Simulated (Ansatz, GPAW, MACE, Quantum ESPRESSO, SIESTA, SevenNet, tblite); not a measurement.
**SIESTA runs on random packing of 32SiO2-39SiC-29C (mol %) (83 atoms)**

How do the settings of SIESTA change the result for random packing of 32SiO2-39SiC-29C (mol %) (83 atoms)? A plane-wave run serves as the yardstick.

Main program and level: SIESTA 5.4.2; the method is named at each step.

### Step 1. Set-up

The cell holds 83 atoms: 29 Si, 26 O and 28 C. Cell: a = 9.666 Å, b = 9.666 Å, c = 9.666 Å, α = 90.0°, β = 90.0°, γ = 90.0°. 83 atoms (29 Si, 26 O, 28 C) packed at random in a cube at 2.88 g/cm³ and pushed apart as soft spheres, cations and anions kept from their own kind; a start for melting by ab initio MD, not an equilibrated structure. Then every atom was moved at random, 0.02 Å r.m.s. a Cartesian component.

The yardstick, on the same geometry:

| Property | Result |
| --- | --- |
| method | Kohn-Sham DFT, PBE, SSSP efficiency 1.3.0 pseudopotentials, plane waves (Quantum ESPRESSO 7.5); sssp-pbe-1.3.0-efficiency, cutoffs 60/480 Ry, Γ point |
| r.m.s. force component | 1.504 eV/Å |
| longest force | 6.372 eV/Å |
| pressure | 6.511 GPa |
| time | 2.2 min on 4 MPI ranks of Arm Neoverse V1, shared host |
| CPU time | 8.8 min |

### Step 2. PBE, DZP, shift 0.01 Ry, mesh 500 Ry

Method: Kohn-Sham DFT, PBE, PseudoDojo 0.4.1 norm-conserving pseudopotentials (converted to PSML), numerical atomic orbitals (DZP), diagonalisation.

The .psml files are PseudoDojo norm-conserving potentials that we converted to this format, checked against plane waves on the same files for H, C, O, Si, Ge and Ca alone.

Contents of input.fdf:

```
SystemLabel cell
NumberOfAtoms 83
NumberOfSpecies 3
%block ChemicalSpeciesLabel
  1 14 Si
  2 8 O
  3 6 C
%endblock ChemicalSpeciesLabel
LatticeConstant 1.0 Ang
%block LatticeVectors
  9.66570 0.00000 0.00000
  0.00000 9.66570 0.00000
  0.00000 0.00000 9.66570
%endblock LatticeVectors
PAO.BasisSize DZP
PAO.EnergyShift 0.01 Ry
XC.Functional GGA
XC.Authors PBE
MeshCutoff 500 Ry
%block kgrid_Monkhorst_Pack
  1 0 0 0.0
  0 1 0 0.0
  0 0 1 0.0
%endblock kgrid_Monkhorst_Pack
SolutionMethod diagon
OccupationFunction FD
ElectronicTemperature 580 K
SCF.Mixer.Method Pulay
SCF.Mixer.Weight 0.05
SCF.Mixer.History 8
SCF.Mix Hamiltonian
MaxSCFIterations 300
SCF.DM.Tolerance 1e-04
SCF.H.Tolerance 1.0e-3 eV
WriteForces T
Write.HirshfeldPop T
Write.VoronoiPop T
Write.DM F
Write.H F
XML.Write F
AtomicCoordinatesFormat Fractional
%block AtomicCoordinatesAndAtomicSpecies
  0.69875 0.55380 0.88308 1
  0.07019 0.51098 0.22069 1
  0.45957 0.92920 0.43847 1
  0.89560 0.55851 0.70940 1
  0.95116 0.95799 0.63333 1
  0.85979 0.56916 0.08866 1
  0.43871 0.48805 0.78093 1
  0.96830 0.77154 0.20298 1
  0.80821 0.16574 0.68715 1
  0.61901 0.72925 0.67448 1
  0.64670 0.95650 0.26681 1
  0.97334 0.31268 0.56702 1
  0.72989 0.29741 0.89325 1
  0.12920 0.45399 0.71891 1
  0.12139 0.66901 0.41147 1
  0.44151 0.24765 0.48147 1
  0.09639 0.01893 0.29728 1
  0.19299 0.18927 0.53860 1
  0.05727 0.17793 0.76764 1
  0.32669 0.11788 0.24757 1
  0.93314 0.08894 0.98657 1
  0.11785 0.77395 0.64777 1
  0.37396 0.80748 0.66245 1
  0.94691 0.29554 0.31323 1
  0.00755 0.85234 0.92178 1
  0.62734 0.53948 0.35226 1
  0.27065 0.36586 0.29719 1
  0.33217 0.49652 0.55174 1
  0.85940 0.01622 0.39811 1
  0.64932 0.67960 0.50404 2
  0.80398 0.85423 0.45374 2
  0.20297 0.40199 0.46016 2
  0.62988 0.56402 0.09381 2
  0.12933 0.68669 0.80713 2
  0.07294 0.87815 0.08891 2
  0.48532 0.79283 0.91190 2
  0.36679 0.87992 0.22626 2
  0.68176 0.85935 0.07059 2
  0.08555 0.62857 0.08844 2
  0.25268 0.84086 0.46535 2
  0.37972 0.60876 0.40347 2
  0.56721 0.07853 0.45037 2
  0.33660 0.06728 0.42442 2
  0.93066 0.67028 0.34075 2
  0.73248 0.39022 0.25176 2
  0.89779 0.41004 0.84551 2
  0.81419 0.34807 0.47985 2
  0.07934 0.00095 0.79543 2
  0.15201 0.19509 0.28830 2
  0.43126 0.31099 0.66042 2
  0.42213 0.22086 0.13324 2
  0.83351 0.79575 0.91142 2
  0.64235 0.19070 0.06263 2
  0.34276 0.96840 0.97419 2
  0.57715 0.90673 0.67900 2
  0.71730 0.19266 0.37036 3
[... 23 atom lines left out ...]
  0.67955 0.71581 0.11239 3
  0.18074 0.02457 0.08271 3
  0.57197 0.18012 0.66963 3
  0.54464 0.45976 0.03578 3
%endblock AtomicCoordinatesAndAtomicSpecies
```

Run with:

```console
OMP_NUM_THREADS=1 mpirun -np 2 siesta < input.fdf > output.txt
```

What it wrote:

```text
Version         : 5.4.2
reinit: System Name:
reinit: System Label: cell
initatom: Reading input for the pseudopotentials and atomic orbitals ----------
Species number:   1 Atomic number:   14 Label: Si
Species number:   2 Atomic number:    8 Label: O
Species number:   3 Atomic number:    6 Label: C
Ground state valence configuration (from tables):   3s02  3p02  3d00  4f00
Ground state valence configuration (from tables):   2s02  2p04  3d00  4f00
Ground state valence configuration (from tables):   2s02  2p02  3d00  4f00
---- Processing specs for species: Si
GGA--PBE XC_GGA_X_PBE--XC_GGA_C_PBE pb
---- Processing specs for species: O
GGA--PBE XC_GGA_X_PBE--XC_GGA_C_PBE pb
---- Processing specs for species: C
GGA--PBE XC_GGA_X_PBE--XC_GGA_C_PBE pb
Si pseudopotential only contains V_ls up to l=2 -- lmxkb reset.
O pseudopotential only contains V_ls up to l=2 -- lmxkb reset.
C pseudopotential only contains V_ls up to l=1 -- lmxkb reset.
Using PAO.SplitTailNorm
%block ChemicalSpeciesLabel
    1   14 Si                      # Species index, atomic number, species label
    2    8 O                       # Species index, atomic number, species label
    3    6 C                       # Species index, atomic number, species label
%endblock ChemicalSpeciesLabel
%block PAO.Basis                 # Define Basis set
Si                    2                    # Species label, number of l-shells
 n=3   0   2                         # n, l, Nzeta
   5.392      3.847
   1.000      1.000
 n=3   1   2 P   1                   # n, l, Nzeta, Polarization, NzetaPol
   6.844      4.952
   1.000      1.000
O                     2                    # Species label, number of l-shells
 n=2   0   2                         # n, l, Nzeta
   3.532      2.299
   1.000      1.000
 n=2   1   2 P   1                   # n, l, Nzeta, Polarization, NzetaPol
[...]
C                     2                    # Species label, number of l-shells
 n=2   0   2                         # n, l, Nzeta
[...]
1.000      1.000
 n=2   1   2 P   1                   # n, l, Nzeta, Polarization, NzetaPol
   5.436      3.692
   1.000      1.000
%endblock PAO.Basis
coor:   Atomic-coordinates input format  =     Fractional
siesta: System type = bulk
initatomlists: Number of atoms, orbitals, and projectors:     83  1079  1084
siesta: ******************** Simulation parameters ****************************
Total number of electrons:   384.000000
Total ionic charge:   384.000000
 Kpoints in:            1 . Kpoints trimmed:            1
siesta: k-grid: Number of k-points = 1
siesta: k-points from Monkhorst-Pack grid
siesta: k-cutoff (effective) =     4.833 Ang
siesta: k-point supercell and displacements
siesta: k-grid:     1     0     0      0.000
siesta: k-grid:     0     1     0      0.000
siesta: k-grid:     0     0     1      0.000
                     ====================================
                        Single-point calculation
                     ====================================
outcell: Unit cell vectors (Ang):
        9.665700    0.000000    0.000000
        0.000000    9.665700    0.000000
        0.000000    0.000000    9.665700
outcell: Cell vector modules (Ang)   :    9.665700    9.665700    9.665700
outcell: Cell angles (23,13,12) (deg):     90.0000     90.0000     90.0000
outcell: Cell volume (Ang**3)        :    903.0253
Gamma-point calculation with multiply-connected orbital pairs
Gamma-point calculation with multiply-connected orbital pairs
Folding of H and S implicitly performed
Folding of H and S implicitly performed
new_DM -- step:     1
Initializing Density Matrix...
Attempting to read DM from file... Failed...
DM filled with atomic data:
InitMesh: MESH = 144 x 144 x 144 = 2985984
InitMesh: Mesh cutoff (required, used) =   500.000   613.423 Ry
stepf: Fermi-Dirac step function
        iscf     Eharris(eV)        E_KS(eV)     FreeEng(eV)     dDmax    Ef(eV) dHmax(eV)
   scf:    1   -19175.500506   -19396.501756   -19396.767117  1.547687 -4.022873 12.674753
   scf:    2   -19427.746634   -19416.172940   -19416.441827  0.119695 -3.965503  8.278412
   scf:    3   -19429.055634   -19423.629880   -19423.904330  0.085469 -3.940029  4.058959
   scf:    4   -19430.133690   -19427.669726   -19427.942126  0.079782 -3.923675  2.075024
   scf:    5   -19429.492633   -19428.665934   -19428.938235  0.024931 -3.922302  1.193956
   scf:    6   -19429.874943   -19429.344188   -19429.618174  0.024077 -3.925198  0.444770
[...]
scf:   20   -19429.866817   -19429.866823   -19430.154091  0.000119 -3.976292  0.001085
   scf:   21   -19429.866812   -19429.866818   -19430.154094  0.000103 -3.976296  0.000890
   scf:   22   -19429.866813   -19429.866815   -19430.154095  0.000057 -3.976282  0.000643
SCF Convergence by DM+H criterion
max |DM_out - DM_in|         :     0.0000572662
max |H_out - H_in|      (eV) :     0.0006431143
SCF cycle converged after 22 iterations
Using DM_out to compute the final energy and forces
siesta: E_KS(eV) =           -19429.8668
siesta: E_KS - E_eggbox =    -19429.8668
siesta: Atomic forces (eV/Ang):
     1   -0.468528   -0.260444   -0.675623
     2    1.394025   -2.633168    1.039553
     3    0.670555   -2.302260    0.506524
     4   -0.856712   -0.813406   -1.049507
     5    0.148006   -0.229835   -0.460607
     6   -1.733169   -0.292649   -0.201013
[...]
81    0.725875    3.647901    0.936630
    82   -0.195155   -0.096259    0.866459
    83   -0.130101   -0.140746    0.389214
----------------------------------------
   Tot   -0.002176    0.001079   -0.004699
----------------------------------------
   Max    4.905623
   Res    1.541440    sqrt( Sum f_i^2 / 3N )
----------------------------------------
   Max    4.905623    constrained
Stress tensor Voigt[x,y,z,yz,xz,xy] (kbar):      -75.79      -98.58      -94.63       -6.02       -2.23      -11.70
(Free)E + p*V (eV/cell)   -19379.6149
Target enthalpy (eV/cell)   -19430.1541
siesta: Program's energy decomposition (eV):
siesta: Ebs     =     -4762.559478
siesta: Eions   =     30572.278654
siesta: Ena     =      6210.680147
siesta: Ekin    =     11732.046256
siesta: Enl     =     -1272.593183
siesta: DEna    =       142.357134
siesta: DUscf   =        12.411552
siesta: Ex      =     -5199.853929
siesta: Ec      =      -482.636138
siesta: Exc     =     -5682.490067
siesta: Eharris =    -19429.866813
siesta: Etot    =    -19429.866815
siesta: FreeEng =    -19430.154095
siesta: Final energy (eV):
siesta:  Band Struct. =   -4762.559478
siesta:       Kinetic =   11732.046256
siesta:       Hartree =    5864.469040
siesta:         Exch. =   -5199.853929
siesta:         Corr. =    -482.636138
siesta:   Exch.-corr. =   -5682.490067
siesta:  Ion-electron =  -22011.566590
siesta:       Ion-ion =   -9332.325454
siesta:         Total =  -19429.866815
siesta:         Fermi =      -3.976282
siesta: Stress tensor (static) (eV/Ang**3):
siesta:    -0.047304   -0.007301   -0.001392
siesta:    -0.007301   -0.061532   -0.003754
siesta:    -0.001392   -0.003755   -0.059064
siesta: Cell volume =        903.025335 Ang**3
siesta: Pressure (static):
siesta:                Solid            Molecule  Units
siesta:           0.00060955          0.00096183  Ry/Bohr**3
siesta:           0.05596657          0.08831155  eV/Ang**3
siesta:          89.66832740        141.49069642  kBar
    Orbital volume contribution        =          37.338676 eV
    (Free)E + p_basis*V_orbitals       =      -19392.815418 eV
    (Free)Eharris+ p_basis*V_orbitals  =      -19392.815416 eV
Hirshfeld Atomic Populations:
Atom #   charge [q] valence [e]  Species
     1     0.062209    3.937791  Si
     2     0.067489    3.932511  Si
     3     0.167423    3.832577  Si
     4     0.061270    3.938730  Si
     5     0.036872    3.963128  Si
     6     0.074672    3.925328  Si
[...]
30     0.001842    5.998158  O
    31     0.022140    5.977860  O
    32    -0.144271    6.144271  O
    33     0.002512    5.997488  O
    34    -0.053417    6.053417  O
    35    -0.029172    6.029172  O
[...]
56    -0.008644    4.008644  C
    57     0.008352    3.991648  C
    58    -0.096286    4.096286  C
    59    -0.064677    4.064677  C
    60     0.025599    3.974401  C
    61     0.019193    3.980807  C
[...]
--------------------
 Total    -0.000030
Voronoi Atomic Populations:
Atom #   charge [q] valence [e]  Species
[...]
27     0.117080    3.882920  Si
    28     0.169944    3.830056  Si
    29     0.046152    3.953848  Si
[...]
53    -0.108816    6.108816  O
    54    -0.074241    6.074241  O
    55    -0.119738    6.119738  O
[...]
81    -0.056790    4.056790  C
    82    -0.064874    4.064874  C
    83    -0.056139    4.056139  C
--------------------
 Total    -0.000030
```

It took 6.6 min on 2 MPI ranks of Arm Neoverse V1, shared host; peak memory 2.5 GiB.

Banners, paths, timers and routine set-up lines are dropped from the logs unmarked, and long logs keep their key lines alone; longer cuts are marked.

Against the reference:

| Property | Result |
| --- | --- |
| r.m.s. force component | 1.541 eV/Å |
| r.m.s. difference of force components | 184.9 meV/Å |
| longest difference of force vectors | 683.7 meV/Å |
| force difference over r.m.s. force | 12.29 % |
| slope of forces against the reference's | 1.017 |
| correlation of force components | 0.9929 |
| pressure | 8.967 GPa |
| pressure difference | 2.456 GPa |

Length of the force difference by element (eV/Å):

| element | atoms | mean | most |
| --- | --- | --- | --- |
| C | 28 | 0.23 | 0.48 |
| O | 26 | 0.32 | 0.56 |
| Si | 29 | 0.30 | 0.68 |

A closer look about Si20, whose charge lies farthest from its element's mean: 9 atoms, nearest first, numbered in the order of the input, with positions taken from that point.

| atom | x | y | z | distance (Å) | Hirshfeld charge (e) | Fx | Fy | Fz (eV/Å) |
| --- | --- | --- | --- | --- | --- | --- | --- | --- |
| Si20 | 0.00 | 0.00 | 0.00 | 0.00 | 0.22 | 1.69 | -1.68 | -2.21 |
| O51 | 0.92 | 1.00 | -1.11 | 1.75 | -0.07 | -1.51 | -1.29 | -0.44 |
| O43 | 0.10 | -0.49 | 1.71 | 1.78 | -0.11 | 1.10 | 0.23 | -2.38 |
| O49 | -1.69 | 0.75 | 0.39 | 1.89 | -0.02 | 0.45 | 1.63 | 1.36 |
| C76 | 1.76 | -0.47 | -1.28 | 2.22 | -0.02 | 0.39 | 0.13 | -1.04 |
| C81 | -1.41 | -0.90 | -1.59 | 2.31 | -0.03 | 0.73 | 3.65 | 0.94 |
| O37 | 0.39 | -2.30 | -0.21 | 2.34 | -0.11 | 2.03 | 0.03 | 0.84 |
| Si17 | -2.23 | -0.96 | 0.48 | 2.47 | 0.06 | -2.59 | -3.02 | 2.10 |
| Si27 | -0.54 | 2.40 | 0.48 | 2.50 | 0.10 | 0.76 | 1.74 | -0.79 |

Forces lie 12 % from the reference's, at 1.5 times its CPU time (on 2 against 4 cores).

### Step 3. PBE, SZP, shift 0.01 Ry, mesh 500 Ry

Method: Kohn-Sham DFT, PBE, PseudoDojo 0.4.1 norm-conserving pseudopotentials (converted to PSML), numerical atomic orbitals (SZP), diagonalisation.

input.fdf, as its differences from that of step 2:

```diff
@@ -14,3 +14,3 @@
 %endblock LatticeVectors
-PAO.BasisSize DZP
+PAO.BasisSize SZP
 PAO.EnergyShift 0.01 Ry
```

What it wrote:

```text
Version         : 5.4.2
reinit: System Name:
reinit: System Label: cell
initatom: Reading input for the pseudopotentials and atomic orbitals ----------
Species number:   1 Atomic number:   14 Label: Si
Species number:   2 Atomic number:    8 Label: O
Species number:   3 Atomic number:    6 Label: C
Ground state valence configuration (from tables):   3s02  3p02  3d00  4f00
Ground state valence configuration (from tables):   2s02  2p04  3d00  4f00
Ground state valence configuration (from tables):   2s02  2p02  3d00  4f00
---- Processing specs for species: Si
[... lines left out ...]
        iscf     Eharris(eV)        E_KS(eV)     FreeEng(eV)     dDmax    Ef(eV) dHmax(eV)
[... lines left out ...]
SCF Convergence by DM+H criterion
[... lines left out ...]
SCF cycle converged after 22 iterations
[... lines left out ...]
   Max    4.606971
[... lines left out ...]
   Max    4.606971    constrained
Stress tensor Voigt[x,y,z,yz,xz,xy] (kbar):     -138.35     -156.72     -139.25       -6.08       -4.46       -8.27
[... lines left out ...]
siesta: FreeEng =    -19409.543770
[... lines left out ...]
siesta:         Fermi =      -4.058265
[... lines left out ...]
siesta:    -0.005163   -0.097819   -0.003793
siesta:    -0.002781   -0.003793   -0.086913
siesta: Cell volume =        903.025335 Ang**3
siesta: Pressure (static):
siesta:                Solid            Molecule  Units
siesta:           0.00098415          0.00121210  Ry/Bohr**3
siesta:           0.09036035          0.11129032  eV/Ang**3
siesta:         144.77323820        178.30674541  kBar
    Orbital volume contribution        =          30.945923 eV
    (Free)E + p_basis*V_orbitals       =      -19378.597847 eV
    (Free)Eharris+ p_basis*V_orbitals  =      -19378.597837 eV
Hirshfeld Atomic Populations:
Atom #   charge [q] valence [e]  Species
     1     0.083812    3.916188  Si
     2     0.085159    3.914841  Si
     3     0.192652    3.807348  Si
[...]
30    -0.009902    6.009902  O
    31     0.005137    5.994863  O
    32    -0.154978    6.154978  O
[...]
56    -0.012862    4.012862  C
    57    -0.000697    4.000697  C
    58    -0.102399    4.102399  C
[...]
--------------------
 Total    -0.000022
Voronoi Atomic Populations:
Atom #   charge [q] valence [e]  Species
[...]
28     0.216229    3.783771  Si
    29     0.080342    3.919658  Si
[...]
54    -0.108430    6.108430  O
    55    -0.153723    6.153723  O
[...]
82    -0.089713    4.089713  C
    83    -0.077484    4.077484  C
--------------------
 Total    -0.000022
```

The job ended after 5.1 min (2 MPI ranks; peak memory 2.2 GiB).

Compared with the plane-wave run:

- r.m.s. force component: 1.554 eV/Å
- r.m.s. difference of force components: 631 meV/Å
- longest difference of force vectors: 2545 meV/Å
- force difference over r.m.s. force: 41.95 %
- slope of forces against the reference's: 0.9458
- correlation of force components: 0.9154
- pressure: 14.48 GPa
- pressure difference: 7.966 GPa

This is a coarse setting, run to see what it loses.

Against the first run (12 %), the force difference from the reference is 42 %, at 0.78 times the CPU time, with 747 basis functions against 1079: the smaller basis costs accuracy.

(Part 1 of 2 ends here.)

[Also dropped from logs without a mark: logging warnings of Python, and SIESTA's first energy breakdown and zero terms.]

[Logs are printed without paths, hosts, clocks, repeated set-up lines and the standing remarks that a program may print on its own settings, such as how far it seeks lower states.]

[Hosts, paths, dates, database ids (printed as entryN), source tags and the programs' standing remarks are cut or masked in the printed files.]
